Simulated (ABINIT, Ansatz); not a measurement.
# A GW chain in ABINIT: Ba2MgH6 (P-3m1)

Aim: the G0W0 gap of Ba2MgH6 (P-3m1) on LDA, step by step.

Method: LDA and many-body steps on it, plane waves, in ABINIT 10.8.3.

Report form: the programs' logs are mostly left out.

## 1. Set-up

The structure is trigonal, space group P-3m1 (No. 164). Conventional cell: a = 5.718 Å, b = 5.718 Å, c = 4.538 Å, α = 90.00°, β = 90.00°, γ = 120.00°. Ba has 12 H at 2.75 to 2.87 Å nearest. Nearest to Mg lie 6 H at 1.97 Å. Nearest to H lie 1 Mg at 1.97 Å and 4 H at 2.65 to 2.80 Å and 4 Ba at 2.75 to 2.87 Å. Farther neighbours are not listed.

The cell and positions are those that the Materials Project relaxed with its own functionals (PBE, PBE+U or r2SCAN), kept fixed. Spin-orbit coupling is left out unless a step names it.

## 2. Ground state

This step: ABINIT 10.8.3; DFT, LDA, plane waves, norm-conserving pseudopotentials.

The ground-state density comes first.

The input, run.abi:

```
acell 3*1.0 Angstrom
rprim 
  5.717818886904 0.000000000024 0.000000000000
  -2.858909443473 4.951776410285 0.000000000000
  0.000000000000 0.000000000000 4.538310090000
ntypat 3
znucl 56 12 1
natom 9
typat 1 1 2 3 3 3 3 3 3
xred 
  0.666666666667 0.333333333333 0.267038260000
  0.333333333333 0.666666666667 0.732961740000
  0.000000000000 0.000000000000 0.000000000000
  0.829634400000 0.659268800000 0.775326710000
  0.829634400000 0.170365600000 0.775326710000
  0.340731200000 0.170365600000 0.775326710000
  0.170365600000 0.340731200000 0.224673290000
  0.170365600000 0.829634400000 0.224673290000
  0.659268800000 0.829634400000 0.224673290000
pp_dirpath "pseudos"
pseudos "Ba.upf, Mg.upf, H.upf"
ecut 38
ngkpt 3 3 4
nshiftk 1
shiftk 0 0 0
kptopt 1
chksymbreak 0
nband 26
occopt 1
tolvrs 1e-10
nstep 60
prtwf 0
optforces 0
optstress 0
indata_prefix "in"
outdata_prefix "out"
tmpdata_prefix "tmp"
```

On the command line:

```console
$ OMP_NUM_THREADS=1 mpirun -n 4 abinit run.abi > log
```

It took 24 s on 4 MPI ranks of Arm Neoverse V2, shared host; peak memory 0.43 GiB.

Numbers from this step:

```yaml
total_energy: -3244.3320 eV
gap: 2.607 eV
k_of_the_valence_top: 0.3333, 0, 0
k_of_the_conduction_bottom: 0, 0, 0
least_direct_gap: 2.729 eV
```

The gap is indirect, with the least direct gap 0.12 eV higher.

## 3. Bands along the symmetry lines

The cheap functional maps the bands first; the places of the edges decide which points the dearer methods must see.

Changes to run.abi since step 2:

```diff
@@ -22,14 +22,53 @@
 ecut 38
-ngkpt 3 3 4
-nshiftk 1
-shiftk 0 0 0
-kptopt 1
-chksymbreak 0
-nband 26
-occopt 1
-tolvrs 1e-10
-nstep 60
+iscf -2
+irdden 1
+kptopt 0
+nkpt 39
+kpt 
+  0.00000000 0.00000000 0.00000000
+  0.12500000 0.00000000 0.00000000
+  0.25000000 0.00000000 0.00000000
+  0.37500000 0.00000000 0.00000000
+  0.50000000 0.00000000 0.00000000
+  0.45833333 0.08333333 0.00000000
+  0.41666666 0.16666666 0.00000000
+  0.37500000 0.25000000 0.00000000
+  0.33333333 0.33333333 0.00000000
+  0.25000000 0.25000000 0.00000000
+  0.16666666 0.16666666 0.00000000
+  0.08333333 0.08333333 0.00000000
+  0.00000000 0.00000000 0.00000000
+  0.00000000 0.00000000 0.12500000
+  0.00000000 0.00000000 0.25000000
+  0.00000000 0.00000000 0.37500000
+  0.00000000 0.00000000 0.50000000
+  0.12500000 0.00000000 0.50000000
+  0.25000000 0.00000000 0.50000000
+  0.37500000 0.00000000 0.50000000
+  0.50000000 0.00000000 0.50000000
+  0.45833333 0.08333333 0.50000000
+  0.41666666 0.16666666 0.50000000
+  0.37500000 0.25000000 0.50000000
+  0.33333333 0.33333333 0.50000000
+  0.25000000 0.25000000 0.50000000
+  0.16666666 0.16666666 0.50000000
+  0.08333333 0.08333333 0.50000000
+  0.00000000 0.00000000 0.50000000
+  0.50000000 0.00000000 0.50000000
+  0.50000000 0.00000000 0.37500000
+  0.50000000 0.00000000 0.25000000
+  0.50000000 0.00000000 0.12500000
+  0.50000000 -0.00000000 0.00000000
+  0.33333333 0.33333333 0.50000000
+  0.33333333 0.33333333 0.37500000
+  0.33333333 0.33333333 0.25000000
+  0.33333333 0.33333333 0.12500000
+  0.33333333 0.33333333 0.00000000
+istwfk *1
+nband 25
+nbdbuf 2
+tolwfr 1e-08
+nstep 40
 prtwf 0
-optforces 0
-optstress 0
+prtvol 0
 indata_prefix "in"
```

Elapsed: 36 s, on 4 MPI ranks; peak memory 0.46 GiB.

This step gave:

| Quantity | Value |
| --- | --- |
| gap | 2.604 eV |
| k of the valence top | 0.375, 0, 0 |
| k of the conduction bottom | 0, 0, 0 |
| least direct gap | 2.729 eV |

The gap is 2.604 eV, −0.003 eV from the run before at this level.

Electronic bands along the path, in eV, zero at the top of the highest filled band:

```
    point  band 15  band 16  band 17  band 18  band 19  band 20  band 21  band 22
        Γ    -2.17    -2.17    -0.12    -0.12     2.60     3.74     3.74     5.32
  halfway    -2.15    -1.86    -0.42    -0.03     3.30     3.45     3.60     4.55
        M    -2.08    -1.44    -0.55    -0.01     3.12     3.30     3.43     3.57
  halfway    -2.23    -1.34    -0.58    -0.17     2.78     3.49     3.61     3.96
        K    -2.64    -0.95    -0.95    -0.23     2.62     3.69     3.92     3.92
  halfway    -2.12    -1.81    -0.41    -0.10     3.11     3.62     3.74     4.32
        Γ    -2.17    -2.17    -0.12    -0.12     2.60     3.74     3.74     5.32
  halfway    -2.22    -2.22    -0.86    -0.86     3.47     3.97     4.18     4.18
        A    -2.15    -2.15    -1.57    -1.57     4.85     5.16     5.32     5.32
  halfway    -1.93    -1.92    -1.40    -1.26     3.76     4.01     4.37     4.74
        L    -1.68    -1.62    -1.27    -0.89     3.01     3.03     3.75     3.77
  halfway    -1.81    -1.72    -1.20    -0.96     3.19     3.22     3.87     3.90
        H    -1.97    -1.97    -1.08    -1.08     3.34     3.41     4.28     4.28
  halfway    -1.98    -1.81    -1.36    -1.19     3.53     3.73     4.49     4.63
        A    -2.15    -2.15    -1.57    -1.57     4.85     5.16     5.32     5.32
jump to L    -1.68    -1.62    -1.27    -0.89     3.01     3.03     3.75     3.77
  halfway    -1.62    -1.54    -1.37    -0.55     2.83     3.36     3.93     4.51
        M    -2.08    -1.44    -0.55    -0.01     3.12     3.30     3.43     3.57
jump to H    -1.97    -1.97    -1.08    -1.08     3.34     3.41     4.28     4.28
  halfway    -2.22    -1.25    -1.12    -1.12     3.39     3.74     3.74     3.90
        K    -2.64    -0.95    -0.95    -0.23     2.62     3.69     3.92     3.92
```

## 4. Empty states on the mesh, 3×3×2 mesh, 248 bands

The sums over transitions need many empty states on a uniform mesh; this step solves for them.

The input, run.abi:

```
acell 3*1.0 Angstrom
rprim 
  5.717818886904 0.000000000024 0.000000000000
  -2.858909443473 4.951776410285 0.000000000000
  0.000000000000 0.000000000000 4.538310090000
ntypat 3
znucl 56 12 1
natom 9
typat 1 1 2 3 3 3 3 3 3
xred 
  0.666666666667 0.333333333333 0.267038260000
  0.333333333333 0.666666666667 0.732961740000
  0.000000000000 0.000000000000 0.000000000000
  0.829634400000 0.659268800000 0.775326710000
  0.829634400000 0.170365600000 0.775326710000
  0.340731200000 0.170365600000 0.775326710000
  0.170365600000 0.340731200000 0.224673290000
  0.170365600000 0.829634400000 0.224673290000
  0.659268800000 0.829634400000 0.224673290000
pp_dirpath "pseudos"
pseudos "Ba.upf, Mg.upf, H.upf"
ecut 38
ngkpt 3 3 2
nshiftk 1
shiftk 0 0 0
kptopt 1
chksymbreak 0
iscf -2
irdden 1
istwfk *1
nband 248
nbdbuf 22
tolwfr 1e-09
nstep 60
prtvol 0
indata_prefix "in"
outdata_prefix "out"
tmpdata_prefix "tmp"
```

Run time: 2.7 min. Hardware: 4 MPI ranks; peak memory 0.55 GiB.

Numbers from this step:

| Quantity | Value |
| --- | --- |
| gap | 2.607 eV |
| k of the valence top | 0.3333, 0, 0 |
| k of the conduction bottom | 0, 0, 0 |
| least direct gap | 2.729 eV |
| k points computed | 6 |
| lowest point of the top converged band, above the valence top | 71.6634 eV |

On this mesh the gap is 2.607 eV.

## 5. Screening, 3×3×2 mesh, 226 bands, screening to 176.9 eV

The RPA dielectric matrix is built and inverted for each q.

This step: RPA screening on LDA, plane waves, norm-conserving pseudopotentials.

Changes to run.abi since step 4:

```diff
@@ -27,10 +27,11 @@
 chksymbreak 0
-iscf -2
-irdden 1
 istwfk *1
-nband 248
-nbdbuf 22
-tolwfr 1e-09
-nstep 60
-prtvol 0
+occopt 1
+irdwfk 1
+optdriver 3
+nband 226
+ecuteps 6.5
+inclvkb 2
+awtr 1
+symchi 1
 indata_prefix "in"
```

It took 1.8 min on 4 MPI ranks; peak memory 2.4 GiB.

Numbers from this step:

```yaml
eps_infinity_with_local_fields_on_this_mesh_along_the_program_s_q_direction: 6.132
the_same_without_local_fields: 6.840
plasma_frequency: 19.65 eV
plane_waves_in_the_screening_matrix: 669
```

Local fields lower ε∞ by 10 %. On a Γ-centred mesh this coarse the value itself is usually too large, while a short band sum pulls it down.

## 6. Self-energy, 3×3×2 mesh, 226 bands, screening to 176.9 eV

The self-energy is evaluated for the states that the input lists, and the levels follow from it, in one-shot runs by the linearised quasiparticle equation.

This step: G0W0 on LDA, plane waves, norm-conserving pseudopotentials.

Changes to run.abi since step 5:

```diff
@@ -30,8 +30,17 @@
 irdwfk 1
-optdriver 3
+optdriver 4
 nband 226
+gwcalctyp 0
+ecutsigx 38
+symsigma 1
+nkptgw 2
+kptgw 
+  0.3333333333 0.0000000000 0.0000000000
+  0.0000000000 0.0000000000 0.0000000000
+bdgw 
+  17 20
+  17 21
 ecuteps 6.5
-inclvkb 2
-awtr 1
-symchi 1
+irdscr 1
+ppmodel 1
 indata_prefix "in"
```

Elapsed: 78 s, on 4 MPI ranks; peak memory 2.5 GiB; 5.2 min of CPU time.

Numbers from this step:

| Quantity | Value |
| --- | --- |
| G0W0 gap on the points computed | 4.276 eV |
| starting gap on the mesh | 2.607 eV |
| k of the valence top | 0.3333, 0, 0 |
| k of the conduction bottom | 0, 0, 0 |
| Z at the valence top | 0.78 |
| Z at the conduction bottom | 0.819 |
| least direct G0W0 gap on the computed points | 4.376 eV |

The gap on the mesh goes from 2.61 eV to 4.28 eV, a correction of +1.67 eV.

Limits: finite bands, cutoff and mesh; no spin-orbit coupling; coarse k mesh. v1 is the top filled band, c1 the lowest empty one. The levels before and after the correction (eV, zero at the valence-band top of each column):

```
           conduction bottom  valence top
Kohn-Sham               2.61         0.00
     G0W0               4.28         0.00
```

```
                    level  energy (eV)
Kohn-Sham  (0.333 0 0) v2       -0.518
Kohn-Sham  (0.333 0 0) v1        0.000
Kohn-Sham  (0.333 0 0) c1        3.235
Kohn-Sham  (0.333 0 0) c2        3.364
Kohn-Sham         Γ v2-v1       -0.122
Kohn-Sham            Γ c1        2.607
Kohn-Sham         Γ c2-c3        3.740
     G0W0  (0.333 0 0) v2       -0.491
     G0W0  (0.333 0 0) v1        0.000
     G0W0  (0.333 0 0) c1        4.970
     G0W0  (0.333 0 0) c2        5.149
     G0W0         Γ v2-v1       -0.100
     G0W0            Γ c1        4.276
     G0W0         Γ c2-c3        5.561
```

## 7. Where the time went

Times are wall times on 4 MPI ranks of Arm Neoverse V2, shared host, good to a factor of about two.

```
                          step     time  share  memory (GiB)
                  ground state     24 s    6 %          0.43
bands along the symmetry lines     36 s    9 %          0.46
      empty states on the mesh  2.7 min   40 %          0.55
                     screening  1.8 min   26 %           2.4
                   self-energy     78 s   19 %           2.5
```

## 8. Results

```
LDA gap              : 2.60 eV, indirect
G0W0 gap on the mesh : 4.28 eV
GW settings          : 3×3×2 mesh, 226 bands, screening to 176.9 eV, Godby-Needs plasmon pole
known limits         : not at the basis limit; no spin-orbit coupling; coarse k mesh
```

**Reading.** G0W0 moves the gap on the mesh from 2.61 eV to 4.28 eV (+1.67 eV), with Z of 0.78 and 0.82 at the edges. Local fields lower the RPA ε∞ on this mesh from 6.84 to 6.13; a Γ-centred mesh this coarse tends to raise both, most where the direct gap is narrow, while a short band sum lowers them. Only 2 of the mesh's irreducible points were corrected, so a valley elsewhere could overtake. The dearest step here is «empty states on the mesh». Bands and cutoff are finite, so the gap is not at the basis limit. The miss can reach some tenths of an eV and take either sign; the mesh is an error of its own. In the G0W0 run levels were corrected at 2 k points alone, so a gap called «on the mesh» is the least over those, and an edge elsewhere would be missed. The 3×3×2 mesh is coarse for this cell, which bears on the long-range parts of exchange and screening. The many-body steps are scalar-relativistic: spin-orbit coupling is not in them.

[Paths, hosts, dates, memory and timing lines, banners, echoed tables and standing remarks are left out of the program output.]

[Logs are printed without paths, hosts, clocks, repeated set-up lines and the standing remarks that a program may print on its own settings, such as how far it seeks lower states.]

[Runs of the session that timed out or met a known fault of the program may be left out.]

[Hosts, paths, dates, database ids (printed as entryN), source tags and the programs' standing remarks are cut or masked in the printed files.]

[G0W0 gaps are taken among the corrected bands and points alone; a level outside them can change the order at an edge.]

[Where Ansatz stands beside ABINIT at settings called matched, ABINIT's density can come from a denser mesh and the files from another edition; pairs whose starting gaps differed by over 0.03 eV were left out, so agreement reads better than it is.]
